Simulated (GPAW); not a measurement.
## Cs2AgSbBr6 (Fm-3m): one start, several treatments of the self-energy

Aim: compare treatments of exchange, screening and correlation for the gap of Cs2AgSbBr6 (Fm-3m).

Calculated with GPAW 26.7.0; LDA and many-body steps on it, plane waves.

**The experiments to reproduce.**

- Gap 2.18 eV: indirect optical gap from Tauc plot; photothermal deflection spectroscopy; film (solution-processed film on quartz, about 200 nm thick) (“Bandgap Lowering in Mixed Alloys of Cs2Ag(SbxBi1-x)Br6 Double Perovskite Thin Films”, 2020, arxiv:2007.00388).

Report form: the programs' logs are mostly left out.

## Step 1: Set-up

It takes space group Fm-3m (No. 225, cubic). Conventional cell: a = 11.379 Å, b = 11.379 Å, c = 11.379 Å, α = 90.00°, β = 90.00°, γ = 90.00°. Nearest to Cs lie 12 Br at 4.02 Å. Ag has 6 Br at 2.86 Å nearest. Sb has 6 Br at 2.83 Å nearest. Nearest to Br lie 1 Sb at 2.83 Å and 1 Ag at 2.86 Å and 4 Cs at 4.02 Å. Farther neighbours and most contacts between anions are not listed.

Structure file:

```xyz
10
Lattice="0.0000 5.6893 5.6893 5.6893 0.0000 5.6893 5.6893 5.6893 0.0000" Properties=species:S:1:pos:R:3 pbc="T T T"
Cs    8.5339    8.5339    8.5339
Cs    2.8446    2.8446    2.8446
Ag    5.6893    5.6893    5.6893
Sb    0.0000    0.0000    0.0000
Br    2.8269    5.6893    5.6893
Br    5.6893    5.6893    2.8269
Br    8.5516    5.6893    5.6893
Br    5.6893    2.8269    5.6893
Br    5.6893    8.5516    5.6893
Br    5.6893    5.6893    8.5516
```

The cell and positions are those that the Materials Project relaxed with its own functionals (PBE, PBE+U or r2SCAN), kept fixed. Spin-orbit coupling is left out unless a step names it.

## Step 2: Empty states on the mesh, 2×2×2 mesh, 1249 bands

This step: GPAW 26.7.0; DFT, LDA, plane waves, PAW.

The sums over transitions need many empty states on a uniform mesh; this step solves for them.

The input, run.py:

```python
import json
import numpy as np
from gpaw.mpi import world
from gpaw import GPAW

calc = GPAW('gs.gpw').fixed_density(kpts={'size': (2, 2, 2), 'gamma': True},
    parallel={'domain': 1, 'band': 1},
    txt='nscf.txt')
calc.diagonalize_full_hamiltonian(nbands=1249)
calc.write('full.gpw', mode='all')
res = {}
kpts = calc.get_ibz_k_points()
res['kpts'] = kpts
res['eigenvalues'] = [calc.get_eigenvalues(kpt=k) for k in range(len(kpts))]
res['n_electrons'] = calc.get_number_of_electrons()

if world.rank == 0:
    with open('result.json', 'w') as f:
        json.dump(res, f, default=lambda x: x.tolist())
```

Run with:

```sh
mpirun -n 3 gpaw python run.py
```

It took 3.4 min on 3 MPI ranks of AMD EPYC 9R45, shared host; peak memory 13 GiB.

This step gave:

- gap: 0.7528 eV
- k of the valence top: 0.5, 0.5, 0
- k of the conduction bottom: 0.5, 0.5, 0.5
- least direct gap: 1.936 eV
- k points computed: 3
- lowest point of the top converged band, above the valence top: 121.9163 eV

On this mesh the gap is 0.753 eV.

## Step 3: G0W0, Godby-Needs plasmon pole

G0W0 replaces the xc potential by the self-energy, built once from these orbitals. Only a window of levels is corrected, while the sums run over the empty bands that the input names.

This step: G0W0 on LDA, plane waves, PAW.

The input, run.py:

```python
import json
import numpy as np
from gpaw.mpi import world
from gpaw.response.g0w0 import G0W0

gw = G0W0('full.gpw',
    filename='gw',
    kpts=[0, 1, 2],
    bands=(44, 48),
    ecut=78,
    nbands=576,
    integrate_gamma='WS',
    ppa=True)
gw.calculate()
res = {mode: {k: v for k, v in r.items() if k != 'sigma_eskwn'}
       for mode, r in gw.all_results.items()}

if world.rank == 0:
    with open('result.json', 'w') as f:
        json.dump(res, f, default=lambda x: x.tolist())
```

Run with:

```sh
mpirun -n 8 gpaw python run.py
```

It took 2.1 min on 8 MPI ranks; peak memory 8.4 GiB; 16 min of CPU time.

Numbers from this step:

```yaml
g0w0_gap_on_the_points_computed: 1.617 eV
least_direct_g0w0_gap_on_the_computed_points: 2.936 eV
z_at_the_valence_top: 0.7842
z_at_the_conduction_bottom: 0.8020
starting_gap_on_the_mesh: 0.7528 eV
k_of_the_valence_top: 0.5, 0.5, 0
k_of_the_conduction_bottom: 0.5, 0.5, 0.5
```

The gap on the mesh goes from 0.75 eV to 1.62 eV, a correction of +0.86 eV.

## Step 4: One-shot HSE06

This step: one-shot HSE06 levels on LDA orbitals, plane waves, PAW.

The input, run.py:

```python
import json
import numpy as np
from gpaw.mpi import world
from gpaw.hybrids.eigenvalues import non_self_consistent_eigenvalues

dft, vxc, vxc_hyb = non_self_consistent_eigenvalues('full.gpw', 'HSE06', 44, 48, kpt_indices=[0, 1, 2])
res = {'dft': dft[0], 'hybrid': (dft - vxc + vxc_hyb)[0]}
if world.rank == 0:
    with open('hybrid.txt', 'w') as f:
        for k, e0, e1 in zip([0, 1, 2], res['dft'], res['hybrid']):
            print(k, ' '.join(f'{x:9.4f}' for x in e0), '|', ' '.join(f'{x:9.4f}' for x in e1), file=f)

if world.rank == 0:
    with open('result.json', 'w') as f:
        json.dump(res, f, default=lambda x: x.tolist())
```

Run with:

```sh
mpirun -n 8 gpaw python run.py
```

The job ended after 4.4 s (8 MPI ranks; peak memory 2.2 GiB).

Numbers from this step:

```
starting gap on the mesh                       : 0.7528 eV
hybrid gap on the mesh                         : 1.790 eV
least direct hybrid gap on the computed points : 2.807 eV
```

## Step 5: G0W0, extrapolated in the cutoff

This step: G0W0 on LDA, plane waves, PAW.

The input, run.py:

```python
import json
import numpy as np
from gpaw.mpi import world
from gpaw.response.g0w0 import G0W0

gw = G0W0('full.gpw',
    filename='gw',
    kpts=[0, 1, 2],
    bands=(44, 48),
    ecut=130.0,
    integrate_gamma='WS',
    ppa=True,
    ecut_extrapolation=True)
gw.calculate()
res = {mode: {k: v for k, v in r.items() if k != 'sigma_eskwn'}
       for mode, r in gw.all_results.items()}

if world.rank == 0:
    with open('result.json', 'w') as f:
        json.dump(res, f, default=lambda x: x.tolist())
```

Run with:

```sh
mpirun -n 8 gpaw python run.py
```

Elapsed: 28 min, on 8 MPI ranks; peak memory 19 GiB.

This step gave:

- quasiparticle gap on the points computed: 1.704 eV
- least direct quasiparticle gap on the computed points: 3.057 eV
- Z at the valence top: 0.7800
- Z at the conduction bottom: 0.7991
- starting gap on the mesh: 0.7528 eV
- k of the valence top: 0.5, 0.5, 0
- k of the conduction bottom: 0.5, 0.5, 0.5
- gaps at the cutoffs of the extrapolation: 1.638, 1.645, 1.651 eV

Against G0W0 in GPAW (2×2×2 mesh, 576 bands, screening to 78 eV, Godby-Needs plasmon pole), the gap moves by +0.087 eV.

## Step 6: One-shot Hartree-Fock

This step: one-shot Hartree-Fock levels on LDA orbitals, plane waves, PAW.

The input, run.py:

```python
import json
import numpy as np
from gpaw.mpi import world
from gpaw.hybrids.eigenvalues import non_self_consistent_eigenvalues

dft, vxc, vxc_hyb = non_self_consistent_eigenvalues('full.gpw', 'EXX', 44, 48, kpt_indices=[0, 1, 2])
res = {'dft': dft[0], 'hybrid': (dft - vxc + vxc_hyb)[0]}
if world.rank == 0:
    with open('hybrid.txt', 'w') as f:
        for k, e0, e1 in zip([0, 1, 2], res['dft'], res['hybrid']):
            print(k, ' '.join(f'{x:9.4f}' for x in e0), '|', ' '.join(f'{x:9.4f}' for x in e1), file=f)

if world.rank == 0:
    with open('result.json', 'w') as f:
        json.dump(res, f, default=lambda x: x.tolist())
```

Run with:

```sh
mpirun -n 8 gpaw python run.py
```

It took 5.5 s on 8 MPI ranks; peak memory 1.7 GiB; 39 s of CPU time.

Numbers from this step:

* starting gap on the mesh: 0.7528 eV
* hybrid gap on the mesh: 7.049 eV
* least direct hybrid gap on the computed points: 7.850 eV

## Step 7: G0W0, full frequency, Hilbert transform

This step: G0W0 on LDA, plane waves, PAW.

The input, run.py:

```python
import json
import numpy as np
from gpaw.mpi import world
from gpaw.response.g0w0 import G0W0

gw = G0W0('full.gpw',
    filename='gw',
    kpts=[0, 1, 2],
    bands=(44, 48),
    ecut=78,
    nbands=576,
    integrate_gamma='WS',
    frequencies={'type': 'nonlinear', 'domega0': 0.1, 'omega2': 15.0},
    eta=0.1,
    nblocksmax=True)
gw.calculate()
res = {mode: {k: v for k, v in r.items() if k != 'sigma_eskwn'}
       for mode, r in gw.all_results.items()}

if world.rank == 0:
    with open('result.json', 'w') as f:
        json.dump(res, f, default=lambda x: x.tolist())
```

Run with:

```sh
mpirun -n 8 gpaw python run.py
```

Elapsed: 3.8 min, on 8 MPI ranks; peak memory 11 GiB; 31 min of CPU time.

Numbers from this step:

```yaml
g0w0_gap_on_the_points_computed: 1.637 eV
least_direct_g0w0_gap_on_the_computed_points: 2.934 eV
starting_gap_on_the_mesh: 0.7528 eV
k_of_the_valence_top: 0.5, 0.5, 0
k_of_the_conduction_bottom: 0.5, 0.5, 0.5
```

Against G0W0 in GPAW (2×2×2 mesh, 576 bands, screening to 78 eV, Godby-Needs plasmon pole), the gap moves by +0.020 eV.

## Step 8: Side by side

Times are wall times on 8 MPI ranks of AMD EPYC 9R45, shared host, good to a factor of about two.

| run | mesh | bands | screening cutoff (eV) | DFT gap (eV) | gap on the mesh (eV) | direct (eV) | time |
| --- | --- | --- | --- | --- | --- | --- | --- |
| G0W0, Godby-Needs plasmon pole | 2×2×2 | 576 | 78 | 0.753 | 1.617 | 2.936 | 2.1 min |
| one-shot HSE06 | 2×2×2 | - | - | 0.753 | 1.790 | 2.807 | 4.4 s |
| G0W0, extrapolated in the cutoff | 2×2×2 | - | 130 | 0.753 | 1.704 | 3.057 | 28 min |
| one-shot Hartree-Fock | 2×2×2 | - | - | 0.753 | 7.049 | 7.850 | 5.5 s |
| G0W0, full frequency, Hilbert transform | 2×2×2 | 576 | 78 | 0.753 | 1.637 | 2.934 | 3.8 min |

## Step 9: What came out

```yaml
g0w0_godby_needs_plasmon_pole: 1.617 eV
one_shot_hse06: 1.790 eV
g0w0_extrapolated_in_the_cutoff: 1.704 eV
one_shot_hartree_fock: 7.049 eV
g0w0_full_frequency_hilbert_transform: 1.637 eV
known_limits: not at the basis limit; d shell near the gap, gap tends to lie low; no spin-orbit coupling; coarse k mesh
```

In words: One-shot HSE06: +0.173 eV against G0W0, Godby-Needs plasmon pole. G0W0, extrapolated in the cutoff: +0.087 eV against G0W0, Godby-Needs plasmon pole, at other bands or cutoff, so not like for like. One-shot Hartree-Fock: +5.433 eV against G0W0, Godby-Needs plasmon pole. G0W0, full frequency, Hilbert transform: +0.020 eV against G0W0, Godby-Needs plasmon pole. Bare exchange alone opens the gap to 7.05 eV; against G0W0, correlation takes back 5.43 eV. One-shot hybrid levels are evaluated on the LDA orbitals. Against experiment, by G0W0, Godby-Needs plasmon pole: the gap of 1.62 eV lies −0.56 eV from the measured 2.18 eV (indirect, 2020). These are gaps on the mesh, at modest bands and cutoff. The calculation has static nuclei and no excitons; a measured gap holds zero-point and thermal motion, which mostly lowers it. Bands and cutoff are finite, so the gap is not at the basis limit. The miss can reach some tenths of an eV and take either sign; the mesh is an error of its own. These stock PAW sets were not made for GW; the filled d or f shell of Br lies in the frozen core, which bears on start and correction. The program warns of a poor linear fit in the extrapolation of some level, so the extrapolated values are rough. The 2×2×2 mesh is coarse for this cell, which bears on the long-range parts of exchange and screening. A d shell, filled or nearly so, lies near the gap. One-shot GW converges very slowly in bands there, not always from below, and on a semilocal start the gap tends to come out low; starts rich in exact exchange can overshoot instead. The many-body steps are scalar-relativistic: spin-orbit coupling is not in them.

[Paths, hosts, dates, memory and timing lines, banners, echoed tables and standing remarks are left out of the program output.]

[Logs are printed without paths, hosts, clocks, repeated set-up lines and the standing remarks that a program may print on its own settings, such as how far it seeks lower states.]

[Runs of the session that timed out or met a known fault of the program may be left out.]

[Hosts, paths, dates, database ids (printed as entryN), source tags and the programs' standing remarks are cut or masked in the printed files.]
